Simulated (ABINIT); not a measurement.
# Beyond one shot: KCaCl3 (Pm-3m), part 3 of 3

How far does self-consistency move the gap of KCaCl3 (Pm-3m)?

ABINIT 10.8.3; PBEsol and many-body steps on it, plane waves. Known limits of the many-body steps: not at the basis limit; coarse k mesh.

So far. Step 10 (evGW, cycle 1): Against G0W0 in ABINIT (2×2×2 mesh, 123 bands, screening to 106.1 eV, Godby-Needs plasmon pole), the gap moves by +0.932 eV. Step 13 (evGW, cycle 2): Against the cycle before, the gap moves by +0.051 eV.

## 15. Screening, 2×2×2 mesh, 123 bands, screening to 106.1 eV

This step: RPA screening on PBEsol from quasiparticle energies, plane waves, norm-conserving pseudopotentials.

Contents of run.abi:

```
acell 3*1.0 Angstrom
rprim 
  5.393523000000 0.000000000000 0.000000000000
  0.000000000000 5.393523000000 0.000000000000
  0.000000000000 0.000000000000 5.393523000000
ntypat 3
znucl 19 20 17
natom 5
typat 1 2 3 3 3
xred 
  0.000000000000 0.000000000000 0.000000000000
  0.500000000000 0.500000000000 0.500000000000
  0.000000000000 0.500000000000 0.500000000000
  0.500000000000 0.000000000000 0.500000000000
  0.500000000000 0.500000000000 0.000000000000
pp_dirpath "pseudos"
pseudos "K.upf, Ca.upf, Cl.upf"
ecut 33
ngkpt 2 2 2
nshiftk 1
shiftk 0 0 0
kptopt 1
chksymbreak 0
istwfk *1
occopt 1
irdwfk 1
optdriver 3
nband 123
ecuteps 3.9
inclvkb 2
awtr 1
symchi 1
irdqps 1
gwcalctyp 10
nqptdm 3
qptdm 
  0.5000000000 0.0000000000 0.0000000000
  0.5000000000 0.5000000000 0.0000000000
  0.5000000000 0.5000000000 0.5000000000
indata_prefix "in"
outdata_prefix "out"
tmpdata_prefix "tmp"
```

Contents of mrgscr.stdin:

```
2
merged
q0_SCR
out_SCR
1
```

On the command line:

```sh
OMP_NUM_THREADS=1 mpirun -n 4 abinit run.abi > log; mrgscr < mrgscr.stdin
```

Numbers of over 12 decimals in the logs are rounded to 6 here.

Log:

```text
.Version 10.8.3 of ABINIT. v10.8.2 released Aug 2026.

 Symmetries : space group Pm -3 m (#221); Bravais cP (primitive cubic)
[... echo of the input left out ...]
== DATASET  1 ==================================================================
-   mpi_nproc: 4, omp_nthreads: 1 (-1 if OMP is not activated)

--- !DatasetInfo
iteration_state: {dtset: 1, }
dimensions: {natom: 5, nkpt: 4, mband: 123, nsppol: 1, nspinor: 1, nspden: 1, mpw: 9627, }
cutoff_energies: {ecut:  33.0, pawecutdg:  -1.0, }
[...]
q-point number  1        q = ( 0.500000, 0.000000, 0.000000) [r.l.u.]
--------------------------------------------------------------------------------
[... chi0 elements left out ...]
  Average fulfillment of the sum rule on Im[epsilon] for q-point    2 :     73.43  [%]

--------------------------------------------------------------------------------
  q-point number  2        q = ( 0.500000, 0.500000, 0.000000) [r.l.u.]
--------------------------------------------------------------------------------
[... chi0 elements left out ...]
  Average fulfillment of the sum rule on Im[epsilon] for q-point    3 :     70.95  [%]

 [... 1 further q-points ...]
```

Elapsed: 11 s, on 4 MPI ranks of Arm Neoverse V1, shared host; peak memory 1 GiB.

This step gave:

| Property | Result |
| --- | --- |
| plasma frequency | 18.75 eV |
| plane waves in the screening matrix | 389 |

This screening reads the quasiparticle levels of the cycle before.

## 16. evGW, cycle 3

This step: evGW on PBEsol, plane waves, norm-conserving pseudopotentials.

run.abi, as its differences from that of step 15:

```diff
@@ -26,12 +26,10 @@
 irdwfk 1
-optdriver 3
+optdriver 4
 nband 123
-ecuteps 3.9
-inclvkb 2
-awtr 1
-symchi 1
-irdqps 1
 gwcalctyp 10
-nqptdm 3
-qptdm 
+ecutsigx 33
+symsigma 1
+nkptgw 4
+kptgw 
+  0.0000000000 0.0000000000 0.0000000000
   0.5000000000 0.0000000000 0.0000000000
@@ -39,2 +37,11 @@
   0.5000000000 0.5000000000 0.5000000000
+bdgw 
+  12 29
+  12 29
+  12 29
+  12 29
+ecuteps 3.9
+irdscr 1
+ppmodel 1
+irdqps 1
 indata_prefix "in"
```

On the command line:

```sh
OMP_NUM_THREADS=1 mpirun -n 4 abinit run.abi > log
```

Log:

```text
.Version 10.8.3 of ABINIT. v10.8.2 released Aug 2026.

 Symmetries : space group Pm -3 m (#221); Bravais cP (primitive cubic)
[... echo of the input left out ...]
== DATASET  1 ==================================================================
-   mpi_nproc: 4, omp_nthreads: 1 (-1 if OMP is not activated)

--- !DatasetInfo
iteration_state: {dtset: 1, }
dimensions: {natom: 5, nkpt: 4, mband: 123, nsppol: 1, nspinor: 1, nspden: 1, mpw: 9627, }
cutoff_energies: {ecut:  33.0, pawecutdg:  -1.0, }
[...]
.  kptgw no:  2; Maximum DeltaE = (   0.002   0.000) for band index:  7
.  kptgw no:  3; Maximum DeltaE = (  -0.002  -0.000) for band index: 16
.  kptgw no:  4; Maximum DeltaE = (  -0.002   0.000) for band index: 17

== END DATASET(S) ==============================================================
================================================================================

 -outvars: echo values of variables after computation  --------
           etotal      0.0000000000E+00
            nband         123
             nkpt           4
          spgroup         221
 [... the other variables as echoed above ...]

 Calculation completed.
```

Elapsed: 91 s, on 4 MPI ranks; peak memory 1.9 GiB; 6.1 min of CPU time.

Numbers from this step:

| Quantity | Value |
| --- | --- |
| quasiparticle gap on the mesh | 8.056 eV |
| gap of the density functional on the mesh | 4.647 eV |
| k of the valence top | 0.5, 0.5, 0.5 |
| k of the conduction bottom | 0, 0, 0 |
| least direct quasiparticle gap on the computed points | 8.349 eV |

Against the cycle before, the gap moves by +0.005 eV.

## 17. The runs together

Times are wall times on 4 MPI ranks of Arm Neoverse V1, shared host, good to a factor of about two. A run's time includes the screening step that it read.

| run | mesh | bands | screening cutoff (eV) | DFT gap (eV) | gap on the mesh (eV) | direct (eV) | ε∞ used | time |
| --- | --- | --- | --- | --- | --- | --- | --- | --- |
| G0W0 | 2×2×2 | 123 | 106.1 | 4.647 | 7.068 | 7.369 | 2.55 | 45 s |
| evGW0, cycle 1 | 2×2×2 | 123 | 106.1 | 4.647 | 7.563 | 7.866 | 2.55 | 2 min |
| evGW0, cycle 2 | 2×2×2 | 123 | 106.1 | 4.647 | 7.424 | 7.725 | 2.55 | 2 min |
| evGW0, cycle 3 | 2×2×2 | 123 | 106.1 | 4.647 | 7.428 | 7.729 | 2.55 | 2 min |
| evGW, cycle 1 | 2×2×2 | 123 | 106.1 | 4.647 | 8.000 | 8.292 | 2.16 | 2 min |
| evGW, cycle 2 | 2×2×2 | 123 | 106.1 | 4.647 | 8.051 | 8.345 | 2.11 | 2 min |
| evGW, cycle 3 | 2×2×2 | 123 | 106.1 | 4.647 | 8.056 | 8.349 | 2.11 | 2 min |

## 18. What came out

```
G0W0           : 7.068 eV
evGW0, cycle 1 : 7.563 eV
evGW0, cycle 2 : 7.424 eV
evGW0, cycle 3 : 7.428 eV
evGW, cycle 1  : 8.000 eV
evGW, cycle 2  : 8.051 eV
evGW, cycle 3  : 8.056 eV
known limits   : not at the basis limit; coarse k mesh
```

What this shows: Only the bands that the input lists are updated; the others, empty or deep, keep the functional's energies or take a rigid shift. The evGW loop starts from the last levels of evGW0, so its cycles and time come on top of those. evGW0 ends at 7.43 eV, +0.36 eV from G0W0, after 3 cycles that took 4.6 min beside the first screening; the last moved the gap by 0.004 eV. evGW ends at 8.06 eV, +0.99 eV from G0W0, after 3 cycles that took 6.1 min beside the first screening; the last moved the gap by 0.005 eV. The first cycle of evGW0 takes the full correction, without the factor Z, so it overshoots the one-shot value. Bands and cutoff are finite, so the gap is not at the basis limit. The miss can reach some tenths of an eV and take either sign; the mesh is an error of its own. The 2×2×2 mesh is coarse for this cell, which bears on the long-range parts of exchange and screening. This is the ideal cubic cell; many perovskites, halides above all, are cubic only on average, and local tilts or off-centring can widen the gap. In the updated screening the q = 0 part is built from Kohn-Sham bands under a rigid shift, the other q from the quasiparticle levels.

[Paths, hosts, dates, memory and timing lines, banners, echoed tables and standing remarks are left out of the program output.]

[Logs are printed without paths, hosts, clocks, repeated set-up lines and the standing remarks that a program may print on its own settings, such as how far it seeks lower states.]

[Runs of the session that timed out or met a known fault of the program may be left out.]

[Hosts, paths, dates, database ids (printed as entryN), source tags and the programs' standing remarks are cut or masked in the printed files.]

[G0W0 gaps are taken among the corrected bands and points alone; a level outside them can change the order at an edge.]

[Where Ansatz stands beside ABINIT at settings called matched, ABINIT's density can come from a denser mesh and the files from another edition; pairs whose starting gaps differed by over 0.03 eV were left out, so agreement reads better than it is.]
